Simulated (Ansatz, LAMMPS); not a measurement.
# Amorphous 46SiO2-54Al2O3 (mol %) (114 atoms): geometry optimisation, part 3 of 4

Wanted: the relaxed structure of amorphous 46SiO2-54Al2O3 (mol %) (114 atoms) and its electronic structure.

Ansatz 0.2.0; Kohn-Sham DFT, PBE, PAW (set soft_2), plane waves.

The cell: 13 Si, 30 Al and 71 O. The quench rate of 50 K/ps far exceeds what a furnace or splat quench reaches. The network of bonds at the start is that of the classical potential that made the cell. Only the Γ point is sampled in the main run, in a cell whose shortest periodic width is 11 Å.

So far. Step 4 (Cell and atoms relaxed): The relaxation changed the energy by -28.4 meV/atom, and atoms moved by 0.12 Å r.m.s., 0.33 Å at most.

## 6. Single point at the relaxed geometry

The electronic structure is read at the final geometry, in a run of its own.

The input, input.yaml:

```yaml
crystal:
  lattice:
    - [11.2503, -0.09946, 0.0623]
    - [-0.09946, 11.47174, -0.06244]
    - [0.0623, -0.06244, 11.05092]
  atoms:
    - { symbol: Si, position: [0.76527, 0.57755, 0.29495] }
    - { symbol: Si, position: [0.64276, 0.15791, 0.46792] }
    - { symbol: Si, position: [0.06581, 0.17567, 0.80571] }
    - { symbol: Si, position: [0.78976, 0.9781, 0.08298] }
    - { symbol: Si, position: [0.49163, 0.50099, 0.27071] }
    - { symbol: Si, position: [0.67805, 0.66175, 0.88295] }
    - { symbol: Si, position: [0.13095, 0.921, 0.90006] }
    - { symbol: Si, position: [0.92869, 0.52344, 0.61035] }
    - { symbol: Si, position: [0.39543, 0.41858, 0.52753] }
    - { symbol: Si, position: [0.0766, 0.32743, 0.04371] }
    - { symbol: Si, position: [0.8635, 0.82233, 0.31529] }
    - { symbol: Si, position: [0.66296, 0.26208, 0.84697] }
    - { symbol: Si, position: [0.70487, 0.22469, 0.10793] }
    - { symbol: Al, position: [0.29431, 0.78585, 0.70866] }
    - { symbol: Al, position: [0.68244, 0.40646, 0.60703] }
    - { symbol: Al, position: [0.49725, 0.85623, 0.54311] }
    - { symbol: Al, position: [0.14886, 0.97334, 0.39563] }
    - { symbol: Al, position: [0.2935, 0.9324, 0.12525] }
    - { symbol: Al, position: [0.18476, 0.60261, 0.52766] }
    - { symbol: Al, position: [0.81179, 0.15023, 0.69924] }
    - { symbol: Al, position: [0.79687, 0.87723, 0.58326] }
    - { symbol: Al, position: [0.31344, 0.55978, 0.84886] }
    - { symbol: Al, position: [0.39446, 0.72656, 0.37516] }
    - { symbol: Al, position: [0.42933, 0.13885, 0.08281] }
    - { symbol: Al, position: [0.85791, 0.51751, 0.02832] }
    - { symbol: Al, position: [0.40257, 0.03326, 0.36205] }
    - { symbol: Al, position: [0.87283, 0.87695, 0.83567] }
    - { symbol: Al, position: [0.44743, 0.67956, 0.08015] }
    - { symbol: Al, position: [0.64372, 0.9985, 0.73018] }
    - { symbol: Al, position: [0.01441, 0.25746, 0.54907] }
    - { symbol: Al, position: [0.52989, 0.89027, 0.98833] }
    - { symbol: Al, position: [0.03481, 0.76861, 0.57205] }
    - { symbol: Al, position: [0.79739, 0.33687, 0.34957] }
    - { symbol: Al, position: [0.37864, 0.26333, 0.84311] }
    - { symbol: Al, position: [0.50468, 0.61643, 0.6524] }
    - { symbol: Al, position: [0.14466, 0.74746, 0.27857] }
    - { symbol: Al, position: [0.13304, 0.58369, 0.04158] }
    - { symbol: Al, position: [0.38304, 0.99419, 0.81319] }
    - { symbol: Al, position: [0.06578, 0.21493, 0.30767] }
    - { symbol: Al, position: [0.34842, 0.41213, 0.03352] }
    - { symbol: Al, position: [0.24798, 0.18952, 0.55212] }
    - { symbol: Al, position: [0.02691, 0.66027, 0.84992] }
    - { symbol: Al, position: [0.88579, 0.08171, 0.41013] }
    - { symbol: O, position: [0.77341, 0.76599, 0.86386] }
    - { symbol: O, position: [0.65236, 0.94029, 0.06356] }
    - { symbol: O, position: [0.40145, 0.01428, 0.98411] }
    - { symbol: O, position: [0.99661, 0.77129, 0.31512] }
    - { symbol: O, position: [0.09538, 0.03924, 0.83302] }
    - { symbol: O, position: [0.68993, 0.12211, 0.82529] }
    - { symbol: O, position: [0.87807, 0.95842, 0.96878] }
    - { symbol: O, position: [0.73863, 0.11038, 0.37177] }
    - { symbol: O, position: [0.03356, 0.06246, 0.33902] }
    - { symbol: O, position: [0.77035, 0.71481, 0.35084] }
    - { symbol: O, position: [0.18619, 0.66928, 0.15483] }
    - { symbol: O, position: [0.68168, 0.30443, 0.47553] }
    - { symbol: O, position: [0.47408, 0.70014, 0.51751] }
    - { symbol: O, position: [0.45482, 0.42859, 0.15299] }
    - { symbol: O, position: [0.38767, 0.89698, 0.64857] }
    - { symbol: O, position: [0.63857, 0.88277, 0.59949] }
    - { symbol: O, position: [0.36923, 0.28604, 0.56177] }
    - { symbol: O, position: [0.79993, 0.11775, 0.117] }
    - { symbol: O, position: [0.44208, 0.88018, 0.39241] }
    - { symbol: O, position: [0.57033, 0.72032, 0.97926] }
    - { symbol: O, position: [0.32512, 0.40902, 0.85105] }
    - { symbol: O, position: [0.11487, 0.25817, 0.91698] }
    - { symbol: O, position: [0.53327, 0.93321, 0.82627] }
    - { symbol: O, position: [0.27201, 0.06266, 0.45366] }
    - { symbol: O, position: [0.90682, 0.13816, 0.56341] }
    - { symbol: O, position: [0.3584, 0.25492, 0.00941] }
    - { symbol: O, position: [0.37827, 0.65832, 0.74394] }
    - { symbol: O, position: [0.98109, 0.39544, 0.59157] }
    - { symbol: O, position: [0.41651, 0.44799, 0.38499] }
    - { symbol: O, position: [0.21884, 0.88853, 0.27394] }
    - { symbol: O, position: [0.16159, 0.92958, 0.04021] }
    - { symbol: O, position: [0.44646, 0.6431, 0.2448] }
    - { symbol: O, position: [0.62547, 0.52881, 0.31327] }
    - { symbol: O, position: [0.34567, 0.13269, 0.76351] }
    - { symbol: O, position: [0.24096, 0.6831, 0.39832] }
    [... 30 atom lines left out ...]
    - { symbol: O, position: [0.17177, 0.71616, 0.64248] }
    - { symbol: O, position: [0.8488, 0.91781, 0.43507] }
    - { symbol: O, position: [0.14268, 0.25288, 0.4456] }
    - { symbol: O, position: [0.09809, 0.89125, 0.51223] }
    - { symbol: O, position: [0.83685, 0.90184, 0.20027] }
    - { symbol: O, position: [0.61445, 0.6349, 0.75391] }
kpoints:
  mp_grid: { grid: [1, 1, 1] }
hamiltonian:
  xc: pbe
scf:
  occupations: { method: fermi_dirac, width: 0.025 }
output:
  forces: true
  stress: true
  populations: true
  dos:
    method: { smearing: { sigma: 0.08 } }
    de: 0.05
    projected: { site_lists: { Al: [Al], O: [O], Si: [Si] } }
  eigenvalues: true
  write_density: true
  write_potential: true
  volumetric_format: npy
```

Run with:

```console
ansatz run input.yaml --threads 4 --pin off --max-ram 8192MiB --backend cpu --events-out ev --progress --plain --runs-dir out
```

Numbers of over 12 decimals in the logs are rounded to 6 here.

Output:

```text
[...]
Crystal: 114 atoms, lattice volume = 1426.041 Å³
Basis set: ecut = 420 eV, 27887 PW (Γ), exchange–correlation on 160×160×150 points (8 copies of the dense FFT grid, shifted against one another)
Bands: 398, of which v1, the nominal top of the filled ones, is band 284 counted from 1 (283 counted from 0)
Symmetry: 1 space group operations
[...]
k-points: 1
[...]
SCF iter   1: F=—  HF=-64819.077233 eV  |F-HF|=—  |Δ(HF+E_count)|=         —  Δρ=2.25e-3  dr2=1.42e-1  ethr=1.77e-3  ⟨swp⟩=6.0  Hψ=1783  notcnv=0  defer=54
[...]
SCF iter   9: F=-64819.057057 eV  HF=-64819.057057 eV  |F-HF|=1.86e-9  |Δ(HF+E_count)|=   5.49e-8  Δρ=2.73e-6  dr2=8.91e-8  ethr=1.76e-11  ⟨swp⟩=19.0  Hψ=3650  notcnv=0
SCF 1 converged in 9 iterations: F = -64819.057057 eV  dr2 = 8.91e-8
[...]
SCF converged after 9 iterations
Free energy (F): -64819.057057 eV
[...]
Internal energy: -64819.057057 eV  (E = F + TS)
E sigma→0 (E₀):  -64819.057057 eV
Fermi energy:    5.570554 eV
[...]
--- Forces (eV/Å), atoms counted from 1 ---
  atom   1  Si     0.00565805     0.00271934     0.01267214
  atom   2  Si    -0.00756698    -0.00759321    -0.00667782
  atom   3  Si     0.00948945    -0.00176651     0.00420491
  atom   4  Si    -0.00376829     0.00351345     0.00549983
  atom   5  Si    -0.00211436     0.00063445    -0.00621632
  atom   6  Si    -0.00690155     0.00125540     0.00205445
  atom   7  Si     0.00147855     0.00598248    -0.00272532
  atom   8  Si    -0.00338323     0.00130935    -0.00417044
  atom   9  Si     0.00070611     0.00317133     0.00003218
  atom  10  Si     0.00038653    -0.00073832    -0.00405116
  atom  11  Si     0.00277078    -0.00691056     0.00045928
  atom  12  Si    -0.00358478    -0.00249388     0.00472792
  atom  13  Si    -0.00366503    -0.00977737    -0.00834571
  atom  14  Al     0.00438090     0.00365760     0.00133083
[...]
atom 113  O     -0.00088818     0.00062468     0.00252187
  atom 114  O      0.00338608     0.00026906     0.00025865
  max |Σ_I F_I| component: 2.08e-4 eV/Å
--- Stress (GPa, compression-positive) ---
       -0.003909      -0.006095       0.018312
       -0.006074       0.010037      -0.015349
        0.018309      -0.015341      -0.023788
  P = ⅓ Tr σ = -0.0059 GPa (-0.059 kbar)
--- Band table (eV) ---
[...]
--- Löwdin populations: 114 sites ---
  site symbol       q [e]
     0     Si      2.2625
     1     Si      2.2747
     2     Si      2.2339
[...]
113      O      6.8266
  spilling = 0.010298 (of n_electrons = 568.000000)
```

The job ended after 21 s (4 threads of Arm Neoverse V2, shared host; peak memory 1.9 GiB).

The run gave:

```
free energy                                      : -64819.0571 eV
free energy per atom                             : -568.5882 eV/atom
SCF cycles                                       : 9
pressure                                         : -0.005886 GPa
r.m.s. force component                           : 0.00336 eV/Å
longest force                                    : 0.0147 eV/Å
Fermi energy                                     : 5.571 eV
gap (highest filled to lowest empty level) : 3.403 eV
spilling of the projection                       : 0.0103
```

Löwdin charges by element and coordination (they lack the spilled electrons, 0.051 e an atom on average):

| element | coordination | atoms | mean charge (e) | spread | least | most |
| --- | --- | --- | --- | --- | --- | --- |
| Al | all | 30 | 1.38 | 0.0277 | 1.32 | 1.42 |
| Al | 4 | 21 | 1.39 | 0.0211 | 1.34 | 1.42 |
| Al | 5 | 8 | 1.35 | 0.018 | 1.32 | 1.39 |
| Al | 6 | 1 | 1.32 | 0 | 1.32 | 1.32 |
| O | all | 71 | -0.820 | 0.0287 | -0.883 | -0.756 |
| O | 2 | 34 | -0.814 | 0.0291 | -0.883 | -0.756 |
| O | 3 | 34 | -0.826 | 0.0282 | -0.865 | -0.783 |
| O | 4 | 3 | -0.827 | 0.0107 | -0.841 | -0.815 |
| Si | all | 13 | 1.75 | 0.0109 | 1.73 | 1.77 |

Density of states as counts of states in windows of 1 eV (from the Fermi level), total and the larger projections:

| from (eV) | to (eV) | total | O p | Al p |
| --- | --- | --- | --- | --- |
| -10 | -9 | 13.3 | 9.2 | 0.4 |
| -9 | -8 | 31.1 | 23.2 | 1.4 |
| -8 | -7 | 40.9 | 31.5 | 2.8 |
| -7 | -6 | 59.3 | 47.6 | 5.4 |
| -6 | -5 | 60.7 | 51.8 | 4.6 |
| -5 | -4 | 74.9 | 68.0 | 2.9 |
| -4 | -3 | 76.0 | 71.4 | 1.5 |
| -3 | -2 | 58.2 | 55.7 | 0.8 |
| -2 | -1 | 5.6 | 5.4 | 0.0 |
| -1 | 1 | 0.0 | 0.0 | 0.0 |
| 1 | 2 | 2.0 | 0.1 | 0.1 |
| 2 | 3 | 0.0 | 0.0 | 0.0 |
| 3 | 4 | 12.0 | 1.5 | 3.5 |
| 4 | 5 | 19.4 | 2.5 | 8.0 |

Between -22 and -10 eV lie 148 more states.

The levels nearest the highest filled one (over half full), pooled over k-points and spins:

| level less the highest filled one (eV) | occupation |
| --- | --- |
| -0.450 | 2 |
| -0.432 | 2 |
| -0.367 | 2 |
| -0.296 | 2 |
| -0.175 | 2 |
| 0 | 2 |
| 3.40 | 0 |
| 4.98 | 0 |
| 5.04 | 0 |
| 5.23 | 0 |
| 5.26 | 0 |
| 5.40 | 0 |

Valence density in the bc plane at fractional x = 0.378, with atoms of Si and Al and O within 0.2 Å of it. It is the smooth field of the valence electrons, not physical close to the nuclei.

Ten steps, logarithmic in the rise over the least value, from '0' (0.0 e/Å³) to '9' (6.4 e/Å³), each cell a mean:
```
98632357875322235898531111111257
76421234543334334565320000001235
43322222223456543333210000011223
12344432113567643223332110112221
13567753112455432235675321112221
23589853211222211246998532222322
23467642110000001136898532345543
21233321111100111124665323479974
10011113454322222212232223579974
10000125898543344321111112357753
00000136999642344321122221233321
11111124777532343211123321112111
22221112333334543111123322233221
23322100111246764211122222345432
11221100000247875211121113456542
11221000000136764211222112344432
34432000000023432223443211222222
57753100000011221224554211011113
79984200000122322124553211111124
68974210000234432112332223333224
45653211111245432111222246765323
33322234432234432333322357986422
55432357875322234676532346875334
88642368986321236899632223443347
```
Columns run along b (11.5 Å), rows up along c (11.1 Å). Atoms in or near the plane, at fractional coordinates: Si at (0.42, 0.53), Al at (0.73, 0.38), Al at (0.26, 0.84), Al at (0.99, 0.81), O at (0.90, 0.65), O at (0.29, 0.56), O at (0.66, 0.74), O at (0.06, 0.21), O at (0.57, 0.00).

Electrostatic potential energy in the bc plane at fractional x = 0.378, with atoms of Si and Al and O within 0.2 Å of it. With pseudopotentials it is smooth inside the atoms' cores, unlike the true potential.

Ten even steps from '_' (-36 eV) to '@' (10 eV), each cell a mean:
```
__..**@@@@@@%%==::==%%##**++**####::__::##@@@@@@@@@@@@@@@@@@%%--
++**@@@@@@@@%%##**##%%%%%%%%%%%%%%##**##@@@@@@@@@@@@@@@@@@@@%%##
**##%%@@@@%%**++**++++%%####%%%%##****##%%@@@@@@@@@@@@@@@@%%##**
**++**%%@@%%++**####++##**++##%%**++++**##@@@@@@@@@@@@@@%%##++**
##++**++==++**++**++++%%%%%%@@@@##********++##@@@@@@@@@@%%**++##
++++**::__::####****##@@@@@@@@@@%%%%%%++____::##%%##%%%%%%##++++
##%%%%##++##@@@@@@@@@@@@@@@@@@@@@@@@@@**..__::####**##%%####%%##
@@@@@@@@@@@@@@@@@@@@@@@@@@@@@@@@@@@@@@%%##**##%%######==....++@@
@@@@@@@@@@@@@@@@@@%%@@@@%%%%%%%%@@@@@@@@@@@@@@%%%%%%%%--____==@@
@@@@@@@@@@@@@@%%--..--##++--==##%%@@@@@@@@@@@@@@@@@@%%##++++%%@@
@@@@@@@@@@@@@@**..____==______--##@@@@@@@@@@@@@@@@@@%%%%@@@@@@@@
@@@@@@@@@@@@@@%%++--++==______::##@@@@@@@@@@@@@@@@@@%%@@@@@@@@@@
%%%%%%@@@@@@@@@@@@@@@@##==::--**%%@@@@@@@@%%######%%%%@@@@@@@@@@
**++**%%@@@@@@@@@@@@@@@@%%**==**@@@@@@@@%%**++++++**%%%%%%%%%%##
++**++**%%@@@@@@@@@@@@@@%%==..--%%@@@@%%##++++##**++######%%##++
++**++**%%@@@@@@@@@@@@@@@@##++**@@@@@@@@%%++++**++++%%%%@@%%##++
++++**##%%@@@@@@@@@@@@@@@@@@@@@@%%@@@@@@%%##**++++##%%@@@@@@%%**
##====##@@@@@@@@@@@@@@@@@@@@@@%%%%@@@@@@%%%%%%%%%%%%@@@@@@@@@@%%
==____--%%@@@@@@@@@@@@@@@@@@@@@@@@@@@@@@%%%%@@@@@@@@@@@@@@@@@@@@
**....==%%%%%%@@@@@@@@@@@@@@@@@@@@@@@@@@@@%%%%@@@@@@@@@@%%%%%%%%
%%##********##%%@@@@@@@@%%%%%%@@@@@@@@%%%%####%%%%##++++########
%%%%##++++++**%%@@@@@@##**++**##@@@@@@%%##++++####--__..**####%%
######++++++**==--++%%**++**++**%%**==++##****##%%**--==%%%%%%%%
..::**######**..__..**++++**++++**..____**####%%@@@@@@@@@@@@%%==
```
Columns run along b (11.5 Å; values clipped at the 3rd and 97th percentile), rows up along c (11.1 Å). Atoms in or near the plane, at fractional coordinates: Si at (0.42, 0.53), Al at (0.73, 0.38), Al at (0.26, 0.84), Al at (0.99, 0.81), O at (0.90, 0.65), O at (0.29, 0.56), O at (0.66, 0.74), O at (0.06, 0.21), O at (0.57, 0.00).

Mean Löwdin charges: Al +1.38, O -0.82, Si +1.75 e (they miss 1.0 % of the electrons, so they add up to more than the cell's charge).

Local excerpt of 12 atoms (numbers count through the whole input) about Al20, which has 6 bonded neighbours where the commonest count for Al is 4; x, y, z are measured from there.

| atom | x | y | z | distance (Å) | bonds | Löwdin charge (e) |
| --- | --- | --- | --- | --- | --- | --- |
| Al20 | 0.00 | 0.00 | 0.00 | 0.00 | 6 | 1.32 |
| O108 | 1.30 | 0.50 | 1.04 | 1.74 | 2 | -0.81 |
| O68 | 1.06 | -0.14 | -1.49 | 1.84 | 3 | -0.85 |
| O49 | -1.36 | -0.32 | 1.39 | 1.97 | 3 | -0.80 |
| O100 | -1.65 | -0.44 | -1.04 | 2.00 | 3 | -0.79 |
| O83 | -0.03 | -2.03 | 0.23 | 2.05 | 4 | -0.81 |
| O91 | -0.89 | 1.86 | 0.24 | 2.08 | 3 | -0.79 |
| Al29 | -1.87 | -1.73 | 0.34 | 2.57 | 5 | 1.35 |
| Si12 | -1.68 | 1.29 | 1.62 | 2.66 | 4 | 1.74 |
| Al30 | 2.26 | 1.22 | -1.65 | 3.05 | 5 | 1.35 |
| Si3 | 2.86 | 0.26 | 1.19 | 3.11 | 4 | 1.77 |
| Si2 | -1.92 | 0.12 | -2.57 | 3.21 | 4 | 1.73 |

The column of bonds counts only the pairs O-Al within 2.49 Å, O-Si within 2.12 Å; other neighbours, such as metal atoms beside each other in a compound, aren't counted, and periodic images can show an atom twice.

## 7. K-mesh 2×2×2

Large cells are often run on few k-points; this run checks whether the reference had enough.

input.yaml, as its differences from that of step 6:

```diff
@@ -8,3 +8,3 @@
 kpoints:
-  mp_grid: { grid: [1, 1, 1] }
+  mp_grid: { grid: [2, 2, 2] }
 hamiltonian:
@@ -22,4 +22 @@
   eigenvalues: true
-  write_density: true
-  write_potential: true
-  volumetric_format: npy
```

Output:

```text
[...]
Crystal: 114 atoms, lattice volume = 1426.041 Å³
Basis set: ecut = 420 eV, 27887 PW (Γ), exchange–correlation on 160×160×150 points (8 copies of the dense FFT grid, shifted against one another)
Bands: 398, of which v1, the nominal top of the filled ones, is band 284 counted from 1 (283 counted from 0)
Symmetry: 1 space group operations
[...]
k-points: 8
[...]
SCF iter   1: F=—  HF=-64819.180980 eV  |F-HF|=—  |Δ(HF+E_count)|=         —  Δρ=2.23e-3  dr2=1.40e-1  ethr=1.77e-3  ⟨swp⟩=6.0  Hψ=14241  notcnv=0  defer=432
[...]
SCF iter   8: F=—  HF=-64819.161448 eV  |F-HF|=—  |Δ(HF+E_count)|=   2.36e-6  Δρ=9.04e-6  dr2=9.26e-7  ethr=6.15e-10  ⟨swp⟩=2.0  Hψ=4589  notcnv=0  defer=867
SCF iter   9: F=-64819.161448 eV  HF=-64819.161448 eV  |F-HF|=1.09e-10  |Δ(HF+E_count)|=   5.62e-8  Δρ=2.80e-6  dr2=9.35e-8  ethr=1.76e-11  ⟨swp⟩=14.9  Hψ=20194  notcnv=0
SCF 1 converged in 9 iterations: F = -64819.161448 eV  dr2 = 9.35e-8
[...]
SCF converged after 9 iterations
Free energy (F): -64819.161448 eV
[...]
Internal energy: -64819.161448 eV  (E = F + TS)
E sigma→0 (E₀):  -64819.161448 eV
Fermi energy:    5.598763 eV
[...]
Σ components = -64819.161448   (vs F -64819.161448, Δ=0.00e0)
--- Forces (eV/Å), atoms counted from 1 ---
  atom   1  Si     0.00284112     0.00419436     0.01530493
  atom   2  Si    -0.01076591    -0.00463494    -0.00600283
  atom   3  Si     0.00807151    -0.00389844     0.00803087
  atom   4  Si    -0.00532824     0.00504803     0.00712079
[...]
atom 114  O      0.00164185     0.00091998    -0.00058390
  max |Σ_I F_I| component: 2.16e-4 eV/Å
--- Stress (GPa, compression-positive) ---
        0.002822      -0.008160       0.019615
       -0.008139       0.032796      -0.013544
        0.019613      -0.013536      -0.025978
  P = ⅓ Tr σ = 0.0032 GPa (0.032 kbar)
--- Band table (eV; the first three rows and the last of 8) ---
[...]
--- Löwdin populations: 114 sites ---
  site symbol       q [e]
     0     Si      2.2628
     1     Si      2.2749
     2     Si      2.2341
[...]
113      O      6.8266
  spilling = 0.010293 (of n_electrons = 568.000000)
```

Elapsed: 3.3 min, on 4 threads; peak memory 6.1 GiB; 13 min of CPU time.

The program notes that it cut back its work space to fit the memory limit.

Geometry and reference: those of the single point at the relaxed geometry.

Forces differ from those of the single point at the relaxed geometry by 3.4 meV/Å r.m.s.; the energy by -0.92 meV/atom and the gap by -0.015 eV. It took 3.3 min and 9 cycles; the reference's time can't be set against it, since the two runs asked for unlike analyses.

[end of part 3 of 4]

[Logs are printed without paths, hosts, clocks, repeated set-up lines and the standing remarks that a program may print on its own settings, such as how far it seeks lower states.]

[Hosts, paths, dates, database ids (printed as entryN), source tags and the programs' standing remarks are cut or masked in the printed files.]
